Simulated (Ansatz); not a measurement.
System: TlSb4F13 (I4/m).

```
Tl Sb F
1.0
    -4.81850    4.81850    3.29200
     4.81850   -4.81850    3.29200
     4.81850    4.81850   -3.29200
Tl Sb F
1 4 13
Direct
  0.50000 0.50000 0.00000
  0.00669 0.27747 0.28415
  0.27747 0.99331 0.27078
  0.99331 0.72253 0.71585
  0.72253 0.00669 0.72922
  0.00000 0.00000 0.00000
  0.56104 0.87726 0.43830
  0.87726 0.43896 0.31622
  0.43896 0.12274 0.56170
  0.12274 0.56104 0.68378
  0.43017 0.33397 0.32193
  0.33397 0.01204 0.90379
  0.01204 0.10825 0.67807
  0.10825 0.43017 0.09621
  0.56983 0.66603 0.67807
  0.66603 0.98796 0.09621
  0.98796 0.89175 0.32193
  0.89175 0.56983 0.90379
```

Geometry: measured cell, ions relaxed with PBE. The runs that relaxed it are not among those shown. Spin-orbit coupling is left out unless a run names it.

Gaps computed with Ansatz 0.2.0 without a self-energy: PBE 4.81 eV, PBE+SOC 4.76 eV, r2SCAN 5.21 eV and HSE06 5.96 eV.

**Question.** What gap should G0W0 on PBE give (4×4×4 mesh, 1029 empty bands, screening to 130 eV, PAW set soft_1 files)?

About 7.35 eV: on its mesh the run moves the gap from 4.81 eV by +2.54 eV. A band edge moves to another state on the way. Among the scalar-relativistic levels given, HSE06 is nearest (−1.39 eV). Spin-orbit coupling is not in that value; its −0.05 eV at the PBE level would bring it to about 7.30 eV. Bands and cutoff are finite, so the gap is not at the basis limit. The miss can reach some tenths of an eV and take either sign; the mesh is an error of its own. The many-body steps are scalar-relativistic: spin-orbit coupling is not in them.

[Paths, hosts, dates, memory and timing lines, banners, echoed tables and standing remarks are left out of the program output.]

[Logs are printed without paths, hosts, clocks, repeated set-up lines and the standing remarks that a program may print on its own settings, such as how far it seeks lower states.]

[Runs of the session that timed out or met a known fault of the program may be left out.]

[Cells called generated may have been cut or substituted from an entry of the Crystallography Open Database or the Materials Project.]

[Hosts, paths, dates, database ids (printed as entryN), source tags and the programs' standing remarks are cut or masked in the printed files.]
